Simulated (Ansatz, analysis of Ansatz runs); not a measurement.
# Reproducing a measured optical absorption band: F centre in CaO, part 2 of 2

How near does this set-up come to the measured optical absorption band? Subject: F centre in CaO. Set-up: PBE, 64-site cell, PBE lattice, 420 eV, k: the zone centre alone. The model is a cell of 64 host atoms with 1 O taken out. The excitation energy is a difference of total energies with one electron moved up within one spin channel. A local or semilocal functional is the cheapest first rung.

Ansatz 0.2.0; PBE, 64-site cell, PBE lattice, 420 eV, k: the zone centre alone.

So far: Set-up; Relaxation, charge 0.

### 3. Ground state

Both spins' levels are needed to pick the two between which the electron moves, so the ground state is solved with empty bands.

This step: plane-wave PAW DFT, PBE; single point of a defect supercell.

The input, ground/input.yaml:

```yaml
crystal:
  lattice:
    - [9.66155723, 0.0, 0.0]
    - [0.0, 9.66155723, 0.0]
    - [0.0, 0.0, 9.66155723]
  atoms:
    - { symbol: Ca, position: [-0.000616138, 0.0, 0.0] }
    - { symbol: Ca, position: [0.000528639, 0.250528639, 0.250528639] }
[... 9 atom lines left out ...]
    - { symbol: Ca, position: [0.25, 0.243534779, 0.5] }
[... 6 atom lines left out ...]
    - { symbol: Ca, position: [0.25, 0.5, 0.243534779] }
[... 4 atom lines left out ...]
    - { symbol: O, position: [0.25, 0.75090232, 0.24909768] }
    - { symbol: Ca, position: [-0.006465221, 0.5, 0.5] }
[... 1 atom line left out ...]
    - { symbol: Ca, position: [0.25, 0.5, 0.756465221] }
    - { symbol: Ca, position: [0.25, 0.756465221, 0.5] }
[... 1 atom line left out ...]
    - { symbol: O, position: [-0.00090232, 0.75090232, 0.5] }
    - { symbol: O, position: [0.25, 0.75090232, 0.75090232] }
[... 20 atom lines left out ...]
    - { symbol: O, position: [0.50090232, 0.5, 0.24909768] }
[... 3 atom lines left out ...]
    - { symbol: Ca, position: [0.506465221, 0.5, 0.5] }
[... 3 atom lines left out ...]
    - { symbol: O, position: [0.50090232, 0.5, 0.75090232] }
    - { symbol: O, position: [0.50090232, 0.75090232, 0.5] }
[... 1 atom line left out ...]
    - { symbol: O, position: [0.75, 0.750080331, 0.750080331] }
basis:
  ecutwfc: 420
  xc_grid: 2
hamiltonian:
  xc: pbe
kpoints:
  mp_grid: { grid: [1, 1, 1] }
magnetization:
  spin_polarized: true
  initial_magnetization: 0
  spin_locking: { lock_magnetization: hard }
scf:
  occupations: { method: fermi_dirac, width: 0.01 }
  max_iter: 120
  n_extra_bands: 30
  lower_state_search: "off"
output:
  forces: true
  eigenvalues: true
  eigenstates: { localisation: true }
checkpoint:
  read: "../relax.run"
  write: "../ground.run"
  compress: false
  write_wavefunctions: true
  write_every: 100000
```

Run with:

```sh
$ ansatz run input.yaml --threads 2 --pin off --max-ram 3768MiB --backend cpu --events-out ev --progress --plain --runs-dir out
```

Numbers of over 12 decimals in the logs are rounded to 6 here.

Output:

```text
[...]
Crystal: 63 atoms, lattice volume = 901.865 Å³
Basis set: ecut = 420 eV, 17557 PW (Γ), exchange–correlation on 144×144×144 points (8 copies of the dense FFT grid, shifted against one another)
Bands: 283, of which v1, the nominal top of the filled ones, is band 253 counted from 1 (252 counted from 0)
Symmetry: 48 space group operations
[...]
k-points: 1
[...]
SCF iter   1: F=—  HF=-75833.380909 eV  |F-HF|=—  |Δ(HF+E_count)|=         —  Δρ=1.28e-6 (↑1.28e-6 ↓1.28e-6)  dr2=4.34e-8  dr2_m=0.00e0  M=0.000 μB ∫|m|=0.000 μB  β_m=0.30  ethr=2.72e-11  ⟨swp⟩=3.0  Hψ=765  notcnv=0
[...]
SCF iter   2: F=-75833.380909 eV  HF=-75833.380909 eV  |F-HF|=1.23e-8  |Δ(HF+E_count)|=   5.65e-9  Δρ=8.21e-7 (↑8.21e-7 ↓8.21e-7)  dr2=1.76e-8  dr2_m=0.00e0  M=0.000 μB ∫|m|=0.000 μB  ethr=8.57e-12  ⟨swp⟩=3.0  Hψ=576  notcnv=0
[...]
Fermi energy:    10.590426 (↑ 10.590426, ↓ 10.590426) eV
[...]
--- Forces (eV/Å), atoms counted from 1 ---
  atom   1  Ca     0.00070269    -0.00000000     0.00000000
  atom   2  Ca    -0.00664876    -0.00664876    -0.00664876
  [... 9 atoms left out ...]
  atom  12  Ca    -0.00000000    -0.00150275     0.00000000
  [... 6 atoms left out ...]
  atom  19  Ca    -0.00000000     0.00000000    -0.00150275
  [... 5 atoms left out ...]
  atom  25  Ca    -0.00150275     0.00000000     0.00000000
  [... 1 atom left out ...]
  atom  27  Ca    -0.00000000     0.00000000     0.00150275
  atom  28  Ca    -0.00000000     0.00150275     0.00000000
  [... 1 atom left out ...]
  atom  30  O      0.01221379    -0.01221379     0.00000000
  atom  31  O     -0.00000000    -0.01221379    -0.01221379
  [... 24 atoms left out ...]
  atom  56  Ca     0.00150275     0.00000000     0.00000000
  [... 3 atoms left out ...]
  atom  60  O     -0.01221379     0.00000000    -0.01221379
  atom  61  O     -0.01221379    -0.01221379     0.00000000
  [... 2 atoms left out ...]
  max |Σ_I F_I| component: 3.64e-17 eV/Å
--- Band table (eV) ---
[...]
[key lines of the parts left out:]
SCF converged after 2 iterations
Magnetization: 0.0000 μB (253.0000 up, 253.0000 down)
Free energy (F): -75833.380909 eV
```

The job ended after 6.6 s (2 threads of AMD EPYC 7R13 (Zen 3), shared host; peak memory 1.2 GiB).

Numbers from this step:

| Quantity | Value |
| --- | --- |
| free energy | -75833.3809 eV |
| spin contamination | 0 |

From eigenstates.tsv, first k-point; energies on the run's zero. The participation number counts the atoms that a state is spread over, of 63; bands count from 0.

| spin | band | energy (eV) | occupation | participation | largest share on | share |
| --- | --- | --- | --- | --- | --- | --- |
| down | 247 | 7.204 | 1.00 | 24.2 | O39 | 0.06 |
| down | 248 | 7.204 | 1.00 | 24.1 | O6 | 0.06 |
| down | 249 | 7.454 | 1.00 | 30.5 | O6 | 0.04 |
| down | 250 | 7.454 | 1.00 | 30.6 | O5 | 0.04 |
| down | 251 | 7.454 | 1.00 | 31.0 | O47 | 0.04 |
| down | 252 | 10.102 | 1.00 | 8.8 | Ca12 | 0.14 |
| down | 253 | 11.089 | 0.00 | 53.8 | Ca35 | 0.02 |
| down | 254 | 11.089 | 0.00 | 53.8 | Ca1 | 0.02 |
| down | 255 | 11.089 | 0.00 | 53.8 | Ca35 | 0.02 |
| down | 256 | 12.116 | 0.00 | 36.6 | Ca2 | 0.04 |
| down | 257 | 12.116 | 0.00 | 36.6 | Ca2 | 0.04 |
| up | 247 | 7.204 | 1.00 | 24.2 | O39 | 0.06 |
| up | 248 | 7.204 | 1.00 | 24.1 | O6 | 0.06 |
| up | 249 | 7.454 | 1.00 | 30.5 | O6 | 0.04 |
| up | 250 | 7.454 | 1.00 | 30.6 | O5 | 0.04 |
| up | 251 | 7.454 | 1.00 | 31.0 | O47 | 0.04 |
| up | 252 | 10.102 | 1.00 | 8.8 | Ca12 | 0.14 |
| up | 253 | 11.089 | 0.00 | 53.8 | Ca35 | 0.02 |
| up | 254 | 11.089 | 0.00 | 53.8 | Ca1 | 0.02 |
| up | 255 | 11.089 | 0.00 | 53.8 | Ca35 | 0.02 |
| up | 256 | 12.116 | 0.00 | 36.6 | Ca2 | 0.04 |
| up | 257 | 12.116 | 0.00 | 36.6 | Ca2 | 0.04 |

Under PBE at the zone centre alone, the highest filled state is spread over 9 of 63 atoms, and the lowest empty one, 0.99 eV above it, is spread over 54 of 63 atoms.

### 4. Excited state at the ground state's structure

One electron is moved to the upper level and held there by its overlap; at the ground state's structure the energy difference is the vertical absorption.

This step: plane-wave PAW DFT, PBE; single point of a defect supercell.

excited/input.yaml, as its differences from ground/input.yaml of step 3:

```diff
@@ -42,4 +42,9 @@
 scf:
-  occupations: { method: fermi_dirac, width: 0.01 }
-  max_iter: 120
+  occupations:
+    method: fermi_dirac
+    width: 0.01
+    excite:
+      from: { channel: up, k: 0, band: v1, track: overlap }
+      to: { channel: up, k: 0, band: [c1, c3], track: overlap }
+  max_iter: 150
   n_extra_bands: 30
@@ -48,7 +53,5 @@
   forces: true
-  eigenvalues: true
-  eigenstates: { localisation: true }
 checkpoint:
-  read: "../relax.run"
-  write: "../ground.run"
+  read: "../ground.run"
+  write: "../excited.run"
   compress: false
```

Output:

```text
[...]
Crystal: 63 atoms, lattice volume = 901.865 Å³
Basis set: ecut = 420 eV, 17557 PW (Γ), exchange–correlation on 144×144×144 points (8 copies of the dense FFT grid, shifted against one another)
Bands: 283, of which v1, the nominal top of the filled ones, is band 253 counted from 1 (252 counted from 0)
Symmetry: 48 space group operations
[...]
k-points: 1
Excitation: hole v1 ↑ at k 0, (0, 0, 0); particle c1 to c3 ↑ at k 0, (0, 0, 0); 1.000000e0 electrons a cell; the bands as a deck names them, k counted from 0 among the points solved; in brackets its point in fractional reciprocal coordinates
[...]
--- Forces (eV/Å), atoms counted from 1 ---
  atom   1  Ca    -0.04612809     0.00000000     0.00000000
  atom   2  Ca    -0.16563476    -0.16563476    -0.16563476
  [... 9 atoms left out ...]
  atom  12  Ca     0.00000000    -0.85745138     0.00000000
  [... 6 atoms left out ...]
  atom  19  Ca     0.00000000     0.00000000    -0.85745138
  [... 5 atoms left out ...]
  atom  25  Ca    -0.85745138     0.00000000     0.00000000
  [... 1 atom left out ...]
  atom  27  Ca     0.00000000     0.00000000     0.85745138
  atom  28  Ca     0.00000000     0.85745138     0.00000000
  [... 1 atom left out ...]
  atom  30  O      0.36519442    -0.36519442     0.00000000
  atom  31  O      0.00000000    -0.36519442    -0.36519442
  [... 24 atoms left out ...]
  atom  56  Ca     0.85745138     0.00000000     0.00000000
  [... 3 atoms left out ...]
  atom  60  O     -0.36519442    -0.00000000    -0.36519442
  atom  61  O     -0.36519442    -0.36519442     0.00000000
  [... 2 atoms left out ...]
  max |Σ_I F_I| component: 7.77e-16 eV/Å
--- Band table (eV) ---
[...]
[key lines of the parts left out:]
Converged-ψ floor refinement (derivative, response, wavefunction or occupation consumer): ⟨swp⟩=2.0  Hψ=1297  notcnv=0
SCF converged after 12 iterations
Magnetization: 0.0000 μB (253.0000 up, 253.0000 down)
Free energy (F): -75832.174288 eV
Fermi energy:    9.714238 (↑ 9.824530, ↓ 9.714238) eV  (of the remaining states, beside the excitation)
```

Elapsed: 27 s, on 2 threads; peak memory 1.6 GiB.

Numbers from this step:

```yaml
free_energy: -75832.1743 eV
integral_of_the_absolute_spin_density: 1.954 μB
spin_contamination: 0.3352
```

### 5. Triplet at the ground state's structure

The moved electron gives a determinant that is half singlet and half triplet; the triplet's energy lets the singlet be extracted.

This step: plane-wave PAW DFT, PBE; single point of a defect supercell.

triplet/input.yaml, as its differences from excited/input.yaml of step 4:

```diff
@@ -39,12 +39,7 @@
   spin_polarized: true
-  initial_magnetization: 0
+  initial_magnetization: 2
   spin_locking: { lock_magnetization: hard }
 scf:
-  occupations:
-    method: fermi_dirac
-    width: 0.01
-    excite:
-      from: { channel: up, k: 0, band: v1, track: overlap }
-      to: { channel: up, k: 0, band: [c1, c3], track: overlap }
-  max_iter: 150
+  occupations: { method: fermi_dirac, width: 0.01 }
+  max_iter: 120
   n_extra_bands: 30
@@ -55,5 +50 @@
   read: "../ground.run"
-  write: "../excited.run"
-  compress: false
-  write_wavefunctions: true
-  write_every: 100000
```

Output:

```text
[...]
Warning: the band count 284 (scf.n_extra_bands) hosts the net moment |M| = 2.0000 μB (N_el = 506) but caps the reachable moment at 2·n_bands − N_el = 62.0000 μB, below the 317 bands that the automatic rule leaves for it — a moment growing past the seed, or [...]
Warning: checkpoint.read: spin seed differs: saved <digest>, current <digest>; [...]
[...]
Crystal: 63 atoms, lattice volume = 901.865 Å³
Basis set: ecut = 420 eV, 17557 PW (Γ), exchange–correlation on 144×144×144 points (8 copies of the dense FFT grid, shifted against one another)
Bands: 284, of which v1, the nominal top of the filled ones, is band 253 counted from 1 (252 counted from 0)
Symmetry: 48 space group operations
[...]
k-points: 1
[...]
Starting moments: Σ|m| = 2 μB on 63 of 63 sites; this step starts from the density that it was given
[...]
Entropy (-TS):   -0.019095 eV (-0.303 meV/atom)
Fermi energy:    10.397545 (↑ 11.030669, ↓ 8.659124) eV
[...]
--- Forces (eV/Å), atoms counted from 1 ---
  atom   1  Ca    -0.04274212    -0.00000000    -0.00000000
  atom   2  Ca    -0.15837243    -0.15837243    -0.15837243
  [... 9 atoms left out ...]
  atom  12  Ca    -0.00000000    -0.83777569     0.00000000
  [... 6 atoms left out ...]
  atom  19  Ca    -0.00000000     0.00000000    -0.83777569
  [... 5 atoms left out ...]
  atom  25  Ca    -0.83777569     0.00000000     0.00000000
  [... 1 atom left out ...]
  atom  27  Ca     0.00000000     0.00000000     0.83777569
  atom  28  Ca    -0.00000000     0.83777569     0.00000000
  [... 1 atom left out ...]
  atom  30  O      0.35397168    -0.35397168     0.00000000
  atom  31  O     -0.00000000    -0.35397168    -0.35397168
  [... 24 atoms left out ...]
  atom  56  Ca     0.83777569     0.00000000     0.00000000
  [... 3 atoms left out ...]
  atom  60  O     -0.35397168     0.00000000    -0.35397168
  atom  61  O     -0.35397168    -0.35397168     0.00000000
  [... 2 atoms left out ...]
  max |Σ_I F_I| component: 8.88e-16 eV/Å
[key lines of the parts left out:]
SCF converged after 9 iterations
Magnetization: 2.0000 μB (254.0000 up, 252.0000 down)
Free energy (F): -75832.219744 eV
```

Wall time 16 s (2 threads); peak memory 1.6 GiB.

Read from the output:

| Item | Value |
| --- | --- |
| free energy | -75832.2197 eV |
| smearing term TS | 0.01910 eV |
| total moment | 2 μB |
| integral of the absolute spin density | 2.199 μB |
| spin contamination | 0.002683 |

### 6. Outcome

The level that takes the electron spreads over a large part of the cell (54 of 63 atoms): it is diffuse or a band state, and this cell can't show whether it is bound to the centre. For the record: Vertical absorption energy: computed 1.24 eV, measured 3.1 eV; 1.86 eV below the measurement.

[Logs are printed without paths, hosts, clocks, repeated set-up lines and the standing remarks that a program may print on its own settings, such as how far it seeks lower states.]

[Hosts, paths, dates, database ids (printed as entryN), source tags and the programs' standing remarks are cut or masked in the printed files.]

[For some hosts the program warned that the k-mesh of the response run may be too coarse for force constants and the static dielectric constant; such warnings are not shown here.]
